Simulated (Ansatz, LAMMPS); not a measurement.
# Liquid 70B2O3-30CaO (mol %) at 1860 K (299 atoms): a single point

Aim: energy, forces, charges and density of states of liquid 70B2O3-30CaO (mol %) at 1860 K (299 atoms) at a fixed geometry.

Main program and level: Ansatz 0.2.0; Kohn-Sham DFT, r2SCAN, PAW (set soft_2), plane waves.

### 1. The starting structure

The cell holds 299 atoms: 102 B, 22 Ca and 175 O. Cell: a = 15.215 Å, b = 15.215 Å, c = 15.215 Å, α = 90.0°, β = 90.0°, γ = 90.0°. 299 atoms (102 B, 22 Ca, 175 O) placed at random at 2.2 g/cm³, melted at 3000 K for 20 ps at fixed volume with the Buckingham and Coulomb pair potential of Guillot and Sator (Geochim. Cosmochim. Acta 71, 1249 (2007)) with the boron terms of Wang et al. (J. Non-Cryst. Solids 498, 294 (2018)). Snapshot at the end of a hold of 10 ps at 1860 K and zero pressure.

What the set-up can't give: The starting topology of bonds comes from the classical model, and needn't be the one that DFT or experiment would give. Only the Γ point is sampled, in a cell whose shortest periodic width is 15 Å.

### 2. How the cell was made

A classical potential supplies the starting structure, since it reaches far longer times than DFT.

This step: classical MD, Buckingham and Coulomb pair potential of Guillot and Sator (Geochim. Cosmochim. Acta 71, 1249 (2007)) with the boron terms of Wang et al. (J. Non-Cryst. Solids 498, 294 (2018)) (LAMMPS 22 Jul 2025 - Update 4).

in.lmp

```
# melt-quench of B102Ca22O175
units metal
atom_style charge
boundary p p p
region box block 0 15.3465 0 15.3465 0 15.3465
create_box 3 box
mass 1 10.8100   # B
mass 2 40.0780   # Ca
mass 3 15.9990   # O
create_atoms 1 random 102 393795 NULL overlap 1.5 maxtry 2000
create_atoms 2 random 22 393802 NULL overlap 1.5 maxtry 2000
create_atoms 3 random 175 393809 NULL overlap 1.5 maxtry 2000
pair_style buck/coul/long 9.0
pair_coeff * * 0.0 1.0 0.0
pair_coeff 1 3 206941.81 0.124 35.0018   # B-O
pair_coeff 2 3 155667.70 0.178 42.2597   # Ca-O
pair_coeff 3 3 9022.79 0.265 85.0921   # O-O
pair_coeff 1 1 484.40 0.35 0.0   # B-B
set type 1 charge 1.4175
set type 2 charge 0.945
set type 3 charge -0.945
kspace_style pppm 1.0e-4
neigh_modify delay 0 every 1 check yes
thermo_style custom step time temp pe press density
thermo_modify norm yes
timestep 0.001
thermo 100
min_style cg
minimize 1e-4 1e-4 200 2000
reset_timestep 0
velocity all create 3000 393796 mom yes dist gaussian
fix lim all nve/limit 0.05
fix lan all langevin 3000 3000 0.1 393797 zero yes
thermo 500
# [... 15 lines left out ...]
compute msd all msd com yes
thermo 2500
fix md all npt temp 1860 1860 0.1 iso 0 0 1
run 10000 post no
print "== T1860: mean square displacement over the hold $(c_msd[4]:%.2f) A^2"
unfix md
uncompute msd
write_dump all custom T1860.dump id type xs ys zs modify sort id
```

Started as:

```sh
lmp -in in.lmp -log none -nocite
```

What it wrote:

```text
LAMMPS (22 Jul 2025 - Update 4)
Created orthogonal box = (0 0 0) to (15.3465 15.3465 15.3465)
Created 102 atoms
Created 22 atoms
Created 175 atoms
PPPM initialization ...
  G vector (1/distance) = 0.32102683
  grid = 12 12 12
  estimated relative force accuracy = 8.171059e-05
   Step          Time           Temp          PotEng         Press         Density
         0   0              0              1.6555562      1450706.6      2.1979956
       100   0.1            0             -10.649684     -6539.1853      2.1979956
       109   0.109          0             -10.671085     -9903.3581      2.1979956
[... 28 lines left out ...]
Loop time of 11.6637 s on 1 MPI rank(s) for 10000 steps with 299 atoms
   Step          Time           Temp          PotEng         Press         Density
[... 4 lines left out ...]
Loop time of 13.2374 s on 1 MPI rank(s) for 10000 steps with 299 atoms
   Step          Time           Temp          PotEng         Press         Density
[... 2 lines left out ...]
     45000   45             1827.3316     -10.664762      6193.7955      2.2031983
     47500   47.5           1911.8512     -10.646482     -19825.436      2.2039452
     50000   50             1782.6263     -10.656984      3678.5724      2.2563797
     51000   51             1811.4739     -10.655852     -1286.253       2.2553697
Loop time of 12.9958 s on 1 MPI rank(s) for 10000 steps with 299 atoms
== T1860: mean square displacement over the hold 5.14 A^2
```

Elapsed: 63 s, on 1 thread of Arm Neoverse V2, shared host; peak memory 0.082 GiB.

### 3. Plane-wave single point

The electrons are solved once, with the atoms held.

input.yaml

```yaml
crystal:
  lattice:
    - [15.21525, 0.0, 0.0]
    - [0.0, 15.21525, 0.0]
    - [0.0, 0.0, 15.21525]
  atoms:
    - { symbol: B, position: [0.53491, 0.5948, 0.71484] }
    - { symbol: B, position: [0.3422, 0.03056, 0.08276] }
    - { symbol: B, position: [0.99986, 0.74696, 0.21104] }
    - { symbol: B, position: [0.67157, 0.66402, 0.21688] }
    - { symbol: B, position: [0.06022, 0.58256, 0.33889] }
    - { symbol: B, position: [0.55621, 0.43608, 0.25192] }
    - { symbol: B, position: [0.7835, 0.61868, 0.55569] }
    - { symbol: B, position: [0.64249, 0.72143, 0.5918] }
    - { symbol: B, position: [0.58675, 0.78565, 0.81067] }
    - { symbol: B, position: [0.56771, 0.48896, 0.9302] }
    - { symbol: B, position: [0.27304, 0.04604, 0.83806] }
    - { symbol: B, position: [0.79813, 0.18286, 0.07565] }
    - { symbol: B, position: [0.46081, 0.79087, 0.94177] }
    - { symbol: B, position: [0.84687, 0.27645, 0.65471] }
    - { symbol: B, position: [0.29447, 0.90471, 0.20029] }
    - { symbol: B, position: [0.50247, 0.63625, 0.50758] }
    - { symbol: B, position: [0.78633, 0.95217, 0.69968] }
    - { symbol: B, position: [0.15444, 0.14819, 0.44301] }
    - { symbol: B, position: [0.41339, 0.32822, 0.4113] }
    - { symbol: B, position: [0.22077, 0.45963, 0.35208] }
    - { symbol: B, position: [0.12995, 0.25966, 0.05975] }
    - { symbol: B, position: [0.70475, 0.13152, 0.6305] }
    - { symbol: B, position: [0.39817, 0.11989, 0.31005] }
    - { symbol: B, position: [0.84259, 0.5812, 0.01407] }
    - { symbol: B, position: [0.40827, 0.83689, 0.48315] }
    - { symbol: B, position: [0.82286, 0.40687, 0.01866] }
    - { symbol: B, position: [0.06817, 0.90516, 0.99622] }
    - { symbol: B, position: [0.84448, 0.56119, 0.40203] }
    - { symbol: B, position: [0.0059, 0.55584, 0.80326] }
    - { symbol: B, position: [0.24177, 0.43265, 0.54486] }
    - { symbol: B, position: [0.94175, 0.62217, 0.63791] }
    - { symbol: B, position: [0.47711, 0.96703, 0.96977] }
    [... 261 atom lines left out ...]
    - { symbol: O, position: [0.22828, 0.39298, 0.78517] }
    - { symbol: O, position: [0.31438, 0.09304, 0.28406] }
    - { symbol: O, position: [0.67989, 0.76802, 0.81137] }
    - { symbol: O, position: [0.31777, 0.48995, 0.5551] }
    - { symbol: O, position: [0.59208, 0.48971, 0.02487] }
    - { symbol: O, position: [0.50928, 0.06743, 0.73813] }
kpoints:
  mp_grid: { grid: [1, 1, 1] }
hamiltonian:
  xc: r2scan
scf:
  occupations: { method: fermi_dirac, width: 0.16 }
output:
  forces: true
  stress: true
  populations: true
  dos:
    method: { smearing: { sigma: 0.1 } }
    de: 0.1
    projected: { site_lists: { B: [B], Ca: [Ca], O: [O] } }
  eigenvalues: true
  write_density: true
  write_potential: true
  volumetric_format: npy
```

Started as:

```sh
ansatz run input.yaml --threads 8 --pin off --max-ram 15872MiB --backend cpu --events-out ev --progress --plain --runs-dir out
```

What it wrote:

```text
band count auto-derived: 1112 (N_el = 1576.0; filled up to band 788; 1087 by the electrons, moments and atoms)
Engine: ansatz 0.2.0, aarch64-unknown-linux-gnu
Pseudopotentials: kind: paw
Pseudopotential: B, paw, valence charge 3, recommended cutoff 500 eV (meta_gga), B.paw.azcp
Pseudopotential: Ca, paw, valence charge 10, recommended cutoff 500 eV (meta_gga), Ca.paw.azcp
Pseudopotential: O, paw, valence charge 6, recommended cutoff 500 eV (meta_gga), O.paw.azcp
[... 6 lines on functional and potentials left out ...]
Crystal: 299 atoms, lattice volume = 3522.389 Å³
Basis set: ecut = 500 eV, 89199 PW (Γ), exchange–correlation on 480×480×480 points (64 copies of the dense FFT grid, shifted against one another)
Bands: 1112, of which v1, the nominal top of the filled ones, is band 788 counted from 1 (787 counted from 0)
Symmetry: 1 space group operations
Space group: P1 (ITA 1), of the structure as read, at distance tolerance 1.5e-4 Å
k-points: 1
[... 10 lines on functional and potentials left out ...]
Initial density: superposition of atomic densities (neutral atoms: chi_scale 0, normalization atom), corrected by the library's trained network
Initial wavefunctions: pseudopotential atomic-orbital guess
Functional: x = r2scan, c = r2scan; τ floored in thin density (d = 2e-4 eV/Å³)
SCF iter   1: F=—  HF=-155779.877059 eV  |F-HF|=—  |Δ(HF+E_count)|=         —  Δρ=1.09e-2  dr2=4.67e0  dr2_τ=2.79e1  ethr=1.77e-3  ⟨swp⟩=12.0  Hψ=6104  notcnv=0  defer=121
preconditioner: auto → Resta (q_TF=auto, 2.386 Å⁻¹)  ε∞=3.1  [insulator: Δε(μ)=2.763 eV  Ē_g=17.080 eV  σ=0.160 eV  W_gap=1.00  n_scr=798 (ndim 8)  ℏωp=24.5 eV  f_vac=0.145  D(μ)=0.01/eV (n_scr^D=0)  ε∞_Penn≈3.1]
SCF iter   2: F=—  HF=-155788.884852 eV  |F-HF|=—  |Δ(HF+E_count)|=    9.01e0  Δρ=5.90e-3  dr2=8.58e-1  dr2_τ=1.03e-1  ethr=2.96e-4  ⟨swp⟩=2.0  Hψ=2178  notcnv=0  defer=191
SCF iter   3: F=—  HF=-155788.780638 eV  |F-HF|=—  |Δ(HF+E_count)|=   1.04e-1  Δρ=2.04e-3  dr2=1.43e-1  dr2_τ=1.72e-2  ethr=5.44e-5  ⟨swp⟩=2.0  Hψ=1465  notcnv=0  defer=191
SCF iter   4: F=—  HF=-155788.768681 eV  |F-HF|=—  |Δ(HF+E_count)|=   1.20e-2  Δρ=7.89e-4  dr2=1.81e-2  dr2_τ=3.39e-3  ethr=9.05e-6  ⟨swp⟩=2.0  Hψ=1489  notcnv=0  defer=191
SCF iter   5: F=—  HF=-155788.767622 eV  |F-HF|=—  |Δ(HF+E_count)|=   1.06e-3  Δρ=2.54e-4  dr2=2.34e-3  dr2_τ=1.85e-4  ethr=1.15e-6  ⟨swp⟩=2.0  Hψ=1969  notcnv=0  defer=178
SCF iter   6: F=—  HF=-155788.768620 eV  |F-HF|=—  |Δ(HF+E_count)|=   9.98e-4  Δρ=1.53e-4  dr2=7.02e-4  dr2_τ=9.57e-5  ethr=1.48e-7  ⟨swp⟩=2.0  Hψ=1725  notcnv=0  defer=178
SCF iter   7: F=—  HF=-155788.768578 eV  |F-HF|=—  |Δ(HF+E_count)|=   4.19e-5  Δρ=3.53e-5  dr2=4.29e-5  dr2_τ=4.74e-6  ethr=4.45e-8  ⟨swp⟩=3.0  Hψ=1535  notcnv=0  defer=178
SCF iter   8: F=—  HF=-155788.768668 eV  |F-HF|=—  |Δ(HF+E_count)|=   8.95e-5  Δρ=2.02e-5  dr2=1.34e-5  dr2_τ=1.51e-6  ethr=2.72e-9  ⟨swp⟩=3.0  Hψ=1821  notcnv=0  defer=178
SCF iter   9: F=—  HF=-155788.768669 eV  |F-HF|=—  |Δ(HF+E_count)|=   1.73e-6  Δρ=6.50e-6  dr2=1.51e-6  dr2_τ=1.64e-7  ethr=8.47e-10  ⟨swp⟩=2.0  Hψ=1701  notcnv=0  defer=178
SCF iter  10: F=—  HF=-155788.768670 eV  |F-HF|=—  |Δ(HF+E_count)|=   5.58e-7  Δρ=2.37e-6  dr2=2.43e-7  dr2_τ=1.76e-8  ethr=9.59e-11  ⟨swp⟩=3.0  Hψ=1701  notcnv=0  defer=178
SCF iter  11: F=-155788.768670 eV  HF=-155788.768670 eV  |F-HF|=7.25e-9  |Δ(HF+E_count)|=   2.76e-7  Δρ=1.48e-6  dr2=7.09e-8  dr2_τ=7.65e-9  ethr=6.35e-12  ⟨swp⟩=24.0  Hψ=9631  notcnv=0
SCF 1 converged in 11 iterations: F = -155788.768670 eV  dr2 = 7.09e-8
  greatest PAW one-centre occupation: 0.995 electrons in one spin orbital (limit 2), on the Ca atom at site 112 (counted from 0), in its partial waves of l = 0
WARN: The input density's exchange-correlation potential varies sharply where the density is thin. Do not read a vacuum level from v_tot or v_xc, or from such a field of the output density. On a cell that repeats whose density bears no net charge and no dipole along the vacuum's axis use v_es (v_loc + v_h of the components); [...]
SCF converged after 11 iterations
Free energy (F): -155788.768670 eV
Harris-Foulkes:  -155788.768670 eV  (|F-HF|=7.25e-9)
Internal energy: -155788.743327 eV  (E = F + TS)
E sigma→0 (E₀):  -155788.755999 eV
Entropy (-TS):   -0.025343 eV (-0.085 meV/atom)
Fermi energy:    5.305358 eV
--- Per-component energies (eV) ---
  E_band       = -11243.125988
  E_kinetic    = 41783.088644
  E_local      = -111109.879736  (includes V_loc(G=0)·N_el)
  E_nonlocal   = 10815.864566
  E_hartree    = 40287.954106
  E_xc         = -18853.697685
  E_vxc        = -26779.537388  (∫ρ·V_xc dr)
  E_paw        = -55272.071374  (= ΣΔE_a)
  E_vpaw       = -8241.645820  (= ΣTr[D̂ρ^β])
  E_aug_tail   = 0.183906  (compensation charges beyond the density's cutoff)
  E_vtau       = 1712.863345  (kinetic-family band-sum trace: ∫τ·v_τ [+ j·A + Jᵃ·Aᵃ] dr)
  E_ewald      = -63427.860369
  E_core_change = -12.325386  (= ΣΔE_core)
  E_smearing   = -0.025343  (= −TS)
  E_closure    = 0.000000  (closes the sum)
  Σ components = -155788.768670   (vs F -155788.768670, Δ=0.00e0)
--- Forces (eV/Å), atoms counted from 1 ---
  atom   1  B      2.67333621     1.46298437     0.67125339
  atom   2  B      1.35680076     0.52915890     0.54456361
  atom   3  B      6.72927361     1.81585830     3.61070874
  atom   4  B      1.13377110    -5.17893307     3.79836670
  atom   5  B     -0.38779582    -1.12015677     2.11894222
  atom   6  B      1.00533496     1.80205549     0.59692298
  atom   7  B      3.64238592    -0.90208615     0.82279221
  atom   8  B     -3.75035593     0.28028508     2.47596317
  atom   9  B     -0.69112953     1.05941427     0.86609876
  atom  10  B      1.75902757     2.68680910    -1.11893300
  atom  11  B     -0.10260920     1.19641045     1.83108374
  atom  12  B     -4.49433780    -0.25034286    -0.26772356
  atom  13  B      1.83018107     0.32933469    -0.53302518
  atom  14  B      1.72872832     1.43625560    -0.20080742
[...]
atom 298  O      0.78828251    -0.77214011    -1.66027226
  atom 299  O     -0.99399450     0.81165290     2.37653566
  max |Σ_I F_I| component: 1.12e-4 eV/Å
--- Stress (GPa, compression-positive) ---
      -12.861241       1.322354       1.616430
        1.322353     -11.210186      -0.997934
        1.616426      -0.997936     -11.262851
  P = ⅓ Tr σ = -11.7781 GPa (-117.781 kbar)
--- Band table (eV) ---
  k-point 0: bands = ["-39.5227", "-39.2659", "-39.1338", "-39.0396", [... 1096 levels ...], "13.9964", "14.0010", "14.0369", "14.0631", "14.0829", "14.1271", "14.1538", "14.1800", "14.1954", "14.2074", "14.2517", "14.2628"]
--- Löwdin populations: 299 sites ---
  site symbol       q [e]
     0      B      2.2991
     1      B      2.2630
     2      B      2.3256
[...]
298      O      6.6494
  spilling = 0.009698 (of n_electrons = 1576.000000)
```

The job ended after 4.2 min (8 threads of Arm Neoverse V2, shared host; peak memory 13 GiB; 33 min of CPU time).

The program notes that it cut back its work space to fit the memory limit and the exchange-correlation potential is rough where the density is thin.

Numbers from this run:

| Quantity | Value |
| --- | --- |
| free energy | -155788.7687 eV |
| free energy per atom | -521.0327 eV/atom |
| SCF cycles | 11 |
| pressure | -11.78 GPa |
| r.m.s. force component | 1.728 eV/Å |
| longest force | 7.85 eV/Å |
| Fermi energy | 5.305 eV |
| gap (highest filled to lowest empty level) | 1.719 eV |
| spilling of the projection | 0.009698 |

Neighbours are counted within 1.83 Å (O-B), 3.08 Å (O-Ca).

Length of the force by element and coordination:

| element | coordination | atoms | mean length of the force (eV/Å) | spread | least | most |
| --- | --- | --- | --- | --- | --- | --- |
| B | all | 102 | 3.34 | 1.54 | 0.673 | 7.85 |
| B | 3 | 85 | 3.33 | 1.56 | 0.673 | 7.85 |
| B | 4 | 17 | 3.38 | 1.43 | 0.837 | 5.59 |
| Ca | all | 22 | 1.90 | 1.05 | 0.320 | 3.82 |
| Ca | 4 | 2 | 1.09 | 0.132 | 0.956 | 1.22 |
| Ca | 5 | 3 | 2.12 | 1.01 | 0.767 | 3.17 |
| Ca | 6 | 6 | 2.23 | 1.04 | 1.34 | 3.82 |
| Ca | 7 | 6 | 1.46 | 0.814 | 0.320 | 2.61 |
| Ca | 8 | 5 | 2.23 | 1.17 | 0.447 | 3.81 |
| O | all | 175 | 2.33 | 1.18 | 0.483 | 7.04 |
| O | 1 | 2 | 3.02 | 0.803 | 2.22 | 3.83 |
| O | 2 | 72 | 2.34 | 1.19 | 0.483 | 6.24 |
| O | 3 | 86 | 2.32 | 1.22 | 0.582 | 7.04 |
| O | 4 | 15 | 2.31 | 0.779 | 0.660 | 3.84 |

Löwdin charges by element and coordination (they lack the spilled electrons, 0.051 e an atom on average):

| element | coordination | atoms | mean charge (e) | spread | least | most |
| --- | --- | --- | --- | --- | --- | --- |
| B | all | 102 | 0.663 | 0.0525 | 0.496 | 0.765 |
| B | 3 | 85 | 0.668 | 0.0536 | 0.496 | 0.765 |
| B | 4 | 17 | 0.640 | 0.0388 | 0.557 | 0.702 |
| Ca | all | 22 | 1.82 | 0.0217 | 1.78 | 1.87 |
| Ca | 4 | 2 | 1.85 | 0.0266 | 1.82 | 1.87 |
| Ca | 5 | 3 | 1.81 | 0.0192 | 1.78 | 1.83 |
| Ca | 6 | 6 | 1.81 | 0.0123 | 1.79 | 1.83 |
| Ca | 7 | 6 | 1.82 | 0.0196 | 1.79 | 1.85 |
| Ca | 8 | 5 | 1.83 | 0.0207 | 1.79 | 1.84 |
| O | all | 175 | -0.528 | 0.118 | -0.891 | -0.359 |
| O | 1 | 2 | -0.627 | 0.014 | -0.641 | -0.613 |
| O | 2 | 72 | -0.482 | 0.100 | -0.787 | -0.359 |
| O | 3 | 86 | -0.546 | 0.111 | -0.847 | -0.390 |
| O | 4 | 15 | -0.632 | 0.142 | -0.891 | -0.465 |

States in the cell by windows of 1 eV, zero at the Fermi level; the larger projections on atomic orbitals stand beside the total:

| from (eV) | to (eV) | total | O p | B p |
| --- | --- | --- | --- | --- |
| -14 | -13 | 14.1 | 10.0 | 1.2 |
| -13 | -12 | 42.6 | 30.0 | 4.1 |
| -12 | -11 | 53.0 | 36.9 | 7.9 |
| -11 | -10 | 63.3 | 43.5 | 13.5 |
| -10 | -9 | 66.5 | 45.7 | 16.8 |
| -9 | -8 | 77.3 | 54.5 | 18.4 |
| -8 | -7 | 81.4 | 61.2 | 15.5 |
| -7 | -6 | 107.9 | 87.1 | 13.9 |
| -6 | -5 | 142.6 | 124.1 | 10.9 |
| -5 | -4 | 148.8 | 136.1 | 6.6 |
| -4 | -3 | 140.0 | 131.1 | 4.4 |
| -3 | -2 | 83.0 | 78.6 | 2.0 |
| -2 | -1 | 23.6 | 22.2 | 0.6 |
| -1 | 0 | 1.9 | 1.8 | 0.0 |
| 0 | 1 | 2.0 | 0.3 | 1.0 |
| 1 | 2 | 17.2 | 2.1 | 6.7 |
| 2 | 3 | 53.3 | 5.1 | 16.0 |
| 3 | 4 | 107.0 | 8.6 | 26.8 |
| 4 | 5 | 124.7 | 10.4 | 32.0 |

Between -26 and -14 eV lie 480 more states.

The levels nearest the highest filled one (over half full), pooled over k-points and spins:

| level less the highest filled one (eV) | occupation |
| --- | --- |
| -0.737 | 2 |
| -0.629 | 2 |
| -0.500 | 2 |
| -0.435 | 2.00 |
| -0.282 | 2.00 |
| 0 | 1.99 |
| 1.72 | 0.01 |
| 2.10 | 0.001 |
| 2.29 | 0 |
| 2.47 | 0 |
| 2.63 | 0 |
| 2.65 | 0 |

Electrostatic potential energy in the ac plane at fractional y = 0.119, with atoms of B and Ca and O within 0.2 Å of it. With pseudopotentials it is smooth inside the atoms' cores, unlike the true potential.

Ten even steps from '0' (-41 eV) to '9' (11 eV), each cell a mean:
```
99999999999999999999999999401599999743588999
99998788999999999999999999866899999865678999
98544247656899999988778999877789998668899999
97445456101698998886347899983127887558999999
99999889756899998887678899995235347899999999
99999999999999999999988899999886447899999999
78889999999999999999998888999988512699999888
22578999999999999999998777546865534799998763
00268999999988755787788776101510168999988740
23578999999998400263479998656753368999988763
88899999999998743688899999999983015888898888
99867999999999989999998899999996236778899999
99633654689999999999862258999999988888999999
99988842489999999963452158999888888768999999
99999972138999999720168889998887888878999999
99999996346789886324799999998888888887667899
99999999610164353003899999986578888862002689
99999996433475468665479999986357888851001689
99998840028999999997679999986226888886557899
99972014589999999999999999867778899988888999
99972116899999999999999998657889999889999999
99988788999998425999999986102787898888999999
99999999999996103899999997424899998878999999
99999999999999889999999999522799999632699999
```
Columns run along a (15.2 Å; values clipped at the 3rd and 97th percentile), rows up along c (15.2 Å). Atoms in or near the plane, at fractional coordinates: B at (0.70, 0.63), B at (0.40, 0.31), B at (0.12, 0.16), B at (0.23, 0.29), B at (0.61, 0.08), B at (0.36, 0.59), Ca at (0.87, 0.28), Ca at (0.00, 0.63), O at (0.34, 0.07), O at (0.61, 0.64), O at (0.73, 0.54), O at (0.17, 0.22), O at (0.21, 0.84), O at (0.62, 0.98) and more.

Valence density in the ac plane at fractional y = 0.119, with atoms of B and Ca and O within 0.2 Å of it. It is the smooth field of the valence electrons, not physical close to the nuclei.

Ten steps, logarithmic in the rise over the least value, from '0' (0.0 e/Å³) to '9' (6.5 e/Å³), each cell a mean:
```
00000000000001111000000024799732013577631000
12333322222100000001221112465421112444421000
35776545676421112223554211245553235765311001
35776546899632344434665311258986446775310001
12333224676422345433443321247886444442100000
00111001122111122211245532123344555321000000
21100000000111100001245543222124788631000001
87520000001233321112223345776545687631000147
99731000001345543456643346998654554210000268
87521000001234544568863224676546664210000147
22232110000012333445542111121248996421000001
13566432111000111111222222110247886432100000
24788654321100000123334554311012333443210000
12455456653100002478765554211011124665310000
00111368985311113589864322111122123554310000
00000247875434444567642100123432111223443111
11000123554567876445432101246753210147887421
11001246765457865457764201246764221248997421
11113479985323321246763112344543221113553100
12344467753100010123332123565432111000000000
12345444321012333211122334565444321111000000
01234432100135887421112334444456532222100000
00122210000136898520001123555444433455320000
00000000000023554210000024788632113688631000
```
Columns run along a (15.2 Å), rows up along c (15.2 Å). Atoms in or near the plane, at fractional coordinates: B at (0.70, 0.63), B at (0.40, 0.31), B at (0.12, 0.16), B at (0.23, 0.29), B at (0.61, 0.08), B at (0.36, 0.59), Ca at (0.87, 0.28), Ca at (0.00, 0.63), O at (0.34, 0.07), O at (0.61, 0.64), O at (0.73, 0.54), O at (0.17, 0.22), O at (0.21, 0.84), O at (0.62, 0.98) and more.

Mean Löwdin charges: B +0.66, Ca +1.82, O -0.53 e (they miss 0.97 % of the electrons, so they add up to more than the cell's charge). The largest share in the top eV of filled states is O p (96 % of the projected weight), and in the lowest eV of empty states B p (53 % of the projected weight).

[end of part 1 of 2]

[Logs are printed without paths, hosts, clocks, repeated set-up lines and the standing remarks that a program may print on its own settings, such as how far it seeks lower states.]

[Hosts, paths, dates, database ids (printed as entryN), source tags and the programs' standing remarks are cut or masked in the printed files.]
